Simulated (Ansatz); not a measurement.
# Li3SeF (model cell, started as antiperovskite): phonons and vibrational spectra, part 3 of 3

How does Li3SeF (model cell, started as antiperovskite) vibrate, and is this structure a minimum?

Ansatz 0.2.0; DFT PBE, scalar-relativistic, plane waves, PAW; PAW set soft_1.

So far. Step 6 (Relaxing to small forces for the phonons, k-mesh …): The forces vanish by symmetry and the pressure is -0.005 GPa, within the tolerances set. The cell now holds 12.76 Å³/atom. Step 7 (Modes at Γ): Before it was imposed, the acoustic sum rule was missed by 0.0034 eV/Å² and the charge sum rule by 8.9e-4 e. Small misses are needed for a sound result but don't prove that mesh and cutoff are converged. The relaxed cell has a = 3.996 Å (conventional setting).

The structure was built from a prototype and need not be the compound's stable phase.

### 8. Phonons on a q mesh

Stability and thermal properties need the whole zone. Linear response on a 4×4×4 q mesh gives force constants as far as a supercell of that size would, and the tensors from the zone-centre run are typed in so that the long-range dipole term is interpolated apart.

File input.yaml:

```yaml
crystal:
  lattice:
    - [3.9956403211, 0.0, 0.0]
    - [0.0, 3.9956403211, 0.0]
    - [0.0, 0.0, 3.9956403211]
  atoms:
    - { symbol: Se, position: [0.0, 0.0, 0.0] }
    - { symbol: F, position: [0.5, 0.5, 0.5] }
    - { symbol: Li, position: [0.5, 0.5, 0.0] }
    - { symbol: Li, position: [0.5, 0.0, 0.5] }
    - { symbol: Li, position: [0.0, 0.5, 0.5] }
kpoints:
  mp_grid: { grid: [12, 12, 12] }
hamiltonian:
  xc: pbe
  pseudopotentials: { kind: paw, azcp: { folder: soft_1 } }
scf:
  occupations: { method: fixed }
output:
  eigenvalues: true
phonons:
  method: dfpt
  qmesh: [4, 4, 4]
  temperatures: { t_max: 1000, t_step: 50 }
  qpath:
    path:
      - [[0.0, 0.0, 0.0], [0.0, 0.5, 0.0], [0.5, 0.5, 0.0], [0.0, 0.0, 0.0], [0.5, 0.5, 0.5], [0.0, 0.5, 0.0]]
      - [[0.5, 0.5, 0.5], [0.5, 0.5, 0.0]]
    npoints: 10
  non_analytic_term:
    high_frequency_dielectric_tensor: [[4.2411, 0.0, 0.0], [0.0, 4.2411, 0.0], [0.0, 0.0, 4.2411]]
    born_effective_charges:
      - { species: Se, tensor: [[-1.9966, 0.0, 0.0], [0.0, -1.9966, 0.0], [0.0, 0.0, -1.9966]] }
      - { species: F, tensor: [[-1.5811, 0.0, 0.0], [0.0, -1.5811, 0.0], [0.0, 0.0, -1.5811]] }
      - { species: Li, tensor: [[1.3627, 0.0, 0.0], [0.0, 1.3627, 0.0], [0.0, 0.0, 0.8522]] }
      - { species: Li, tensor: [[1.3627, 0.0, 0.0], [0.0, 0.8522, 0.0], [0.0, 0.0, 1.3627]] }
      - { species: Li, tensor: [[0.8522, 0.0, 0.0], [0.0, 1.3627, 0.0], [0.0, 0.0, 1.3627]] }
    source: "zone-centre run at this cell"
```

Launch:

```sh
ansatz run input.yaml --threads 8 --pin off --max-ram 16384MiB --backend cpu --events-out ev --progress --plain --runs-dir out
```

Numbers of over 12 decimals in the logs are rounded to 6 here.

The log of the run:

```text
[...]
Crystal: 5 atoms, lattice volume = 63.791 Å³
Basis set: ecut = 420 eV, 1237 PW (Γ), exchange–correlation on 54×54×54 points (8 copies of the dense FFT grid, shifted against one another)
Bands: 21, of which v1, the nominal top of the filled ones, is band 16 counted from 1 (15 counted from 0)
Symmetry: 48 space group operations
k-points: 84 of 1728
[...]
SCF iter   1: F=—  HF=-6902.650848 eV  |F-HF|=—  |Δ(HF+E_count)|=         —  Δρ=1.78e-1  dr2=1.96e1  ethr=3.10e-3  ⟨swp⟩=4.0  Hψ=7000  notcnv=0  defer=114
[...]
SCF iter  11: F=-6898.176983 eV  HF=-6898.176983 eV  |F-HF|=0.00e0  |Δ(HF+E_count)|=  2.42e-10  Δρ=1.22e-7  dr2=7.41e-12  ethr=1.00e-12  ⟨swp⟩=9.0  Hψ=10895  notcnv=0
SCF 1 converged in 11 iterations: F = -6898.176983 eV  dr2 = 7.41e-12
[...]
NSCF: frozen V_eff on 84 k-points
[...]
DFPT response loops at q = (0, 0, 0) (fractional): preconditioner auto → none (the input reference at scf.mixing.eps_inf says where Resta's filter doesn't serve); β = 0.50; Broyden in place of MSR1
[...]
SCF converged after 11 iterations
Free energy (F): -6898.176983 eV
[...]
Internal energy: -6898.176983 eV  (E = F + TS)
E sigma→0 (E₀):  -6898.176983 eV
Fermi energy:    5.010373 eV
[...]
--- Band table (eV; the first three rows and the last of 84) ---
  k-point 0: bands = [... 12 lower, -1.1341, 4.3529, 4.3529, 4.3529, 8.7586, 10.6126, 10.6126, 14.9622, ... 1 higher]
  k-point 1: bands = [... 12 lower, -1.1120, 4.1448, 4.3618, 4.3618, 8.8941, 10.5765, 10.8597, 14.4741, ... 1 higher]
  k-point 2: bands = [... 12 lower, -1.0488, 3.6532, 4.3868, 4.3868, 9.1633, 10.4818, 11.5984, 13.5431, ... 1 higher]
  k-point 83: bands = [... 12 lower, -0.8031, 2.3096, 2.3096, 2.3096, 11.1860, 11.1860, 11.1860, 11.7224, ... 1 higher]
--- Phonons (Γ-DFPT): 4 representative perturbations + reference (Σ response iterations 12) ---
  ASR residual: 3.408e-3 → 0.000e0 eV/Å²; symmetrization residual: 2.895e-6 eV/Å²
  ASR residual per site (eV/Å²): 4.62e-5 2.09e-3 3.41e-3 3.41e-3 3.41e-3
[...]
--- Phonons (arbitrary-q DFPT): 10 irreducible q on the 4×4×4 mesh ---
  q = [0.0000, 0.0000, 0.0000] (star 1, of the zone-centre solve; hermiticity 1.44e-6, symmetrization 8.58e-12): -0.00 0.00 0.00 149.44 149.44 149.44 193.03 193.03 193.03 268.35 268.35 268.35 397.78 397.78 397.78
  q = [0.0000, 0.0000, 0.2500] (star 6, 9 solved perturbations in 4536 linear systems a pass and spin channel, the states on 588 of 1728 k-point pairs; hermiticity 7.66e-7, symmetrization 1.20e-12): 65.00 65.00 101.00 151.09 151.09 203.81 203.81 205.01 212.02 270.64 270.64 395.00 395.00 404.93 461.60
[...]
q = [0.0000, 0.2500, -0.5000] (star 12, 15 solved perturbations on 588 of 1728 k-point pairs; hermiticity 2.75e-7, symmetrization 2.97e-11): 88.81 102.23 123.09 125.68 177.77 178.52 209.70 223.31 263.69 264.03 271.83 335.79 383.69 430.76 488.23
[...]
sum rule: each row above includes the acoustic sum rule's correction from the zone centre's row sums; it moved no ω² by more than (11.56 cm⁻¹)²
  mesh force constants: q→R imaginary residual 2.05e-18; ASR residual 3.408e-3 → 0.000e0 eV/Å²; symmetrization residual 6.217e-15 eV/Å²
  interpolated dispersion: 63 rows × 15 modes
  density of states and harmonic sums: on the 16×16×16 q-mesh, interpolated from the force constants of a 4×4×4 supercell (with the dipole–dipole term of supplied tensors)
  largest difference from the sums on the solved wave vectors: F 8.55e-3 eV, S 1.26e-5 and C_V 3.94e-6 eV/K
  zero-point energy: 0.223236 eV/cell   skipped modes (ω ≤ 0): 3   left out of the sums: 4.88e-5 of the cell's modes: C_V's classical limit lies that fraction below 3 k_B per atom; for a crystal, a wire or a layer, F and S can be off by more, and a phonons.interpolated_qmesh denser along its periods is the remedy for the sampling
```

Run time: 14 min. Hardware: 8 threads of Arm Neoverse V1, shared host; peak memory 4.9 GiB; 1.8 h of CPU time.

Numbers from this step:

```
sum-rule residual before enforcement                    : 0.003408 eV/Å²
lowest frequency on the path                            : 0 cm⁻¹
highest frequency on the path or at a solved wavevector : 573.9 cm⁻¹
mean frequency                                          : 240.1 cm⁻¹
Debye temperature (second moment)                       : 499 K
logarithmic mean frequency                              : 208.8 cm⁻¹
lowest mode on the q mesh (acoustic modes at Γ apart)   : 37.87 cm⁻¹
zero-point energy per atom                              : 44.65 meV
heat capacity at 300 K                                  : 21.95 J/(mol atoms K)
vibrational entropy at 300 K                            : 26.51 J/(mol atoms K)
```

Frequencies (cm⁻¹) solved at each irreducible wavevector; negative means imaginary. Frequencies by wavevector, by row:

| q in reciprocal lattice units | star | mode 1 | mode 2 | mode 3 | mode 4 | mode 13 | mode 14 | mode 15 |
| --- | --- | --- | --- | --- | --- | --- | --- | --- |
| 0 0 0 | 1 | 0 | 0 | 0 | 149.4 | 397.8 | 397.8 | 397.8 |
| 0 0 0.25 | 6 | 65 | 65 | 101 | 151.1 | 395 | 404.9 | 461.6 |
| 0 0 -0.5 | 3 | 92.1 | 92.1 | 141.6 | 150.9 | 392.3 | 418.7 | 463.1 |
| 0 0.25 0.25 | 12 | 79.6 | 80.5 | 120.9 | 142.4 | 389.5 | 428 | 463.5 |
| 0 0.25 -0.5 | 12 | 88.8 | 102.2 | 123.1 | 125.7 | 383.7 | 430.8 | 488.2 |
| 0 -0.5 -0.5 | 3 | 42.5 | 85.1 | 111.7 | 111.7 | 374.7 | 426.4 | 529.4 |
| 0.25 0.25 0.25 | 8 | 94.8 | 94.8 | 117.7 | 140.2 | 352.3 | 389.6 | 501 |
| 0.25 0.25 -0.5 | 12 | 101.2 | 109.5 | 119 | 122.7 | 348.4 | 375 | 528.4 |
| 0.25 -0.5 -0.5 | 6 | 40.2 | 112.5 | 117.2 | 117.2 | 336.6 | 353.8 | 556.4 |
| -0.5 -0.5 -0.5 | 1 | 37.9 | 37.9 | 37.9 | 129.5 | 305.1 | 305.1 | 573.9 |

Interpolated from a 4×4×4 q mesh, with the LO-TO term (at Γ the limit along the path; where Γ stands inside the path, tables give the limit on arrival). Phonon branches along the path, in cm⁻¹:

| point | branch 1 | branch 2 | branch 3 | branch 4 | branch 12 | branch 13 | branch 14 | branch 15 |
| --- | --- | --- | --- | --- | --- | --- | --- | --- |
| Γ | 0 | 0 | 0 | 149 | 395 | 398 | 398 | 452 |
| halfway | 65 | 65 | 101 | 151 | 395 | 395 | 405 | 462 |
| X | 92 | 92 | 142 | 151 | 392 | 392 | 419 | 463 |
| halfway | 89 | 102 | 123 | 126 | 336 | 384 | 431 | 488 |
| M | 42 | 85 | 112 | 112 | 305 | 375 | 426 | 529 |
| halfway | 80 | 80 | 121 | 142 | 355 | 390 | 428 | 464 |
| Γ | 0 | 0 | 0 | 149 | 395 | 398 | 398 | 452 |
| halfway | 95 | 95 | 118 | 140 | 352 | 352 | 390 | 501 |
| R | 38 | 38 | 38 | 130 | 301 | 305 | 305 | 574 |
| halfway | 101 | 110 | 119 | 123 | 328 | 348 | 375 | 528 |
| X | 92 | 92 | 142 | 151 | 392 | 392 | 419 | 463 |
| jump to R | 38 | 38 | 38 | 130 | 301 | 305 | 305 | 574 |
| halfway | 40 | 112 | 117 | 117 | 305 | 337 | 354 | 556 |
| M | 42 | 85 | 112 | 112 | 305 | 375 | 426 | 529 |

The phonon density of states has structure finer than the step of the table below, so its rows give means over 20 cm⁻¹, whole bins alone (the curve runs from 2.5 to 578 cm⁻¹). Peaks (cm⁻¹: height): 92.5: 0.0856, 122.5: 0.0954, 152.5: 0.0812, 272.5: 0.202, 387.5: 0.0386, 457.5: 0.0253.

Tetrahedra on a 16×16×16 mesh, mean over bins of 5 cm-1. Interpolated from a 4×4×4 q mesh. Phonon density of states against wavenumber; means over each step:

wavenumber (cm⁻¹), phonon density of states (1/cm⁻¹/cell) and a bar:
```
       20      0.000 
       40      0.004 #
       60      0.013 ####
       80      0.039 ##############
      100      0.054 ###################
      120      0.071 #########################
      140      0.040 ##############
      160      0.046 ################
      180      0.028 ##########
      200      0.035 ############
      220      0.032 ###########
      240      0.036 ############
      260      0.086 ##############################
      280      0.062 ######################
      300      0.008 ###
      320      0.019 ######
      340      0.021 #######
      360      0.025 #########
      380      0.035 ############
      400      0.017 ######
      420      0.022 #######
      440      0.009 ###
      460      0.015 #####
      480      0.008 ##
      500      0.008 ###
      520      0.008 ###
      540      0.006 ##
      560      0.004 #
```

The partial phonon density of states has structure finer than the step of the table below, so its rows give means over 25 cm⁻¹, whole bins alone (the curve runs from -10 to 600 cm⁻¹). Peaks (cm⁻¹: height): F 270.1: 0.0868; Li 89.8: 0.0170, 151.2: 0.0438, 270.1: 0.0527, 381.4: 0.0362, 423.6: 0.0232, 454.3: 0.0163; Se 89.8: 0.0540, 120.5: 0.0686.

Phonopy on the run's constants, 15x15x15 mesh, Gaussian sigma 4.4 cm-1. Interpolated from a 4×4×4 q mesh. Table of partial phonon density of states by wavenumber; means over each step; values in 1/cm⁻¹/cell:

| wavenumber (cm⁻¹) | F | Li | Se |
| --- | --- | --- | --- |
| 25 | 1.5e-4 | 2.8e-4 | 6.4e-4 |
| 50 | 6.1e-4 | 0.00473 | 0.00325 |
| 75 | 0.00175 | 0.00901 | 0.0184 |
| 100 | 0.00258 | 0.0113 | 0.0408 |
| 125 | 0.00243 | 0.0152 | 0.0441 |
| 150 | 0.00531 | 0.0365 | 0.00639 |
| 175 | 0.00384 | 0.0255 | 0.00103 |
| 200 | 0.00937 | 0.0236 | 0.00110 |
| 225 | 0.0115 | 0.0212 | 5.7e-4 |
| 250 | 0.0282 | 0.0220 | 8.2e-4 |
| 275 | 0.0457 | 0.0348 | 0.00226 |
| 300 | 2.4e-4 | 0.0102 | 3.7e-5 |
| 325 | 6.3e-4 | 0.0187 | 2.1e-5 |
| 350 | 8.9e-4 | 0.0214 | 4.4e-5 |
| 375 | 0.00136 | 0.0308 | 6.5e-5 |
| 400 | 0.00104 | 0.0180 | 8.2e-5 |
| 425 | 0.00191 | 0.0172 | 1.1e-4 |
| 450 | 0.00202 | 0.0102 | 1.5e-4 |
| 475 | 3.2e-4 | 0.00771 | 5.3e-5 |
| 500 | 4.5e-5 | 0.00775 | 2.4e-5 |
| 525 | 3.2e-5 | 0.00786 | 1.4e-5 |
| 550 | 2.3e-5 | 0.00495 | 1.3e-6 |
| 575 | 3.6e-6 | 0.00125 | 0 |

Harmonic thermodynamic functions per atom, from the density of states. Interpolated from a 4×4×4 q mesh. Thermodynamic functions, by row:

| T (K) | F_vib (meV/atom) | S (J/mol-atom/K) | C_V (J/mol-atom/K) |
| --- | --- | --- | --- |
| 0 | 44.65 | 0 | 0 |
| 50 | 44.38 | 1.914 | 4.491 |
| 100 | 42.04 | 7.322 | 11.61 |
| 200 | 28.67 | 18.12 | 19.17 |
| 300 | 5.34 | 26.51 | 21.95 |
| 400 | -25.64 | 33.01 | 23.16 |
| 500 | -62.66 | 38.25 | 23.77 |
| 600 | -104.6 | 42.62 | 24.11 |
| 700 | -150.8 | 46.35 | 24.33 |
| 800 | -200.5 | 49.61 | 24.47 |
| 900 | -253.5 | 52.5 | 24.57 |
| 1000 | -309.3 | 55.09 | 24.64 |

Harmonic mean-square displacement, third of the trace. Interpolated from a 4×4×4 q mesh. Mean square displacements, by row:

| T (K) | Se1 U_eq (Å²) | F2 U_eq (Å²) | Li3 U_eq (Å²) | Li4 U_eq (Å²) | Li5 U_eq (Å²) |
| --- | --- | --- | --- | --- | --- |
| 0 | 0.00207 | 0.00401 | 0.01129 | 0.01129 | 0.01129 |
| 100 | 0.00361 | 0.00495 | 0.01515 | 0.01515 | 0.01515 |
| 300 | 0.00953 | 0.01021 | 0.03328 | 0.03328 | 0.03328 |
| 600 | 0.0188 | 0.01938 | 0.06377 | 0.06377 | 0.06377 |

Symmetry leaves 10 wavevectors to solve. The lowest mode among them, the acoustic zeros apart, lies at q = (-0.5, -0.5, -0.5) and is real, 37.9 cm⁻¹.

### 9. Outcome

```yaml
space_group_after_relaxation_within_0p01_a: Pm-3m
volume_per_atom: 12.8 Å³
gap_on_the_k_mesh: 3.75 eV
highest_optical_mode_at_the_zone_centre_no_lo_to_term: 398 cm⁻¹
top_of_the_zone_centre_spectrum_with_the_field: 452 cm⁻¹
lowest_optical_zone_centre_mode: 149 cm⁻¹
mean_high_frequency_dielectric_constant: 4.24
mean_static_dielectric_constant: 22.2
largest_born_charge_third_of_the_trace: -2.00 e
lowest_mode_on_the_q_mesh_acoustic_modes_at_gamma_apart: 37.9 cm⁻¹
highest_frequency_on_the_path_or_at_a_solved_wavevector: 574 cm⁻¹
zero_point_energy_per_atom: 44.6 meV
heat_capacity_at_300_k: 22.0 J/(mol atoms K)
vibrational_entropy_at_300_k: 26.5 J/(mol atoms K)
debye_temperature_second_moment: 499 K
imaginary_modes_on_the_4x4x4_q_mesh: none
```

What this shows: The structure is a minimum as far as tested: no mode is imaginary at the 10 irreducible wavevectors of the 4×4×4 mesh, and the softest away from the acoustic zeros lies at 38 cm⁻¹. Without the field, the optical modes at Γ span 149 to 398 cm⁻¹. The highest mode in this list at Γ, 397.8 cm⁻¹, is mostly motion of Li (97 % of the kinetic energy). With the macroscopic field of the longitudinal modes the top of the zone-centre spectrum lies at 452 cm⁻¹, against 398 cm⁻¹ without it. Lattice motion raises the mean dielectric constant from 4.241 to 22.20. The strongest infrared line is at 268 cm⁻¹. The starting cell was built on a prototype and not taken from a measurement, so the phase need not exist. These are harmonic frequencies at zero temperature: anharmonic shifts, linewidths and thermal expansion are left out.

[Logs are printed without paths, hosts, clocks, repeated set-up lines and the standing remarks that a program may print on its own settings, such as how far it seeks lower states.]

[Hosts, paths, dates, database ids (printed as entryN), source tags and the programs' standing remarks are cut or masked in the printed files.]
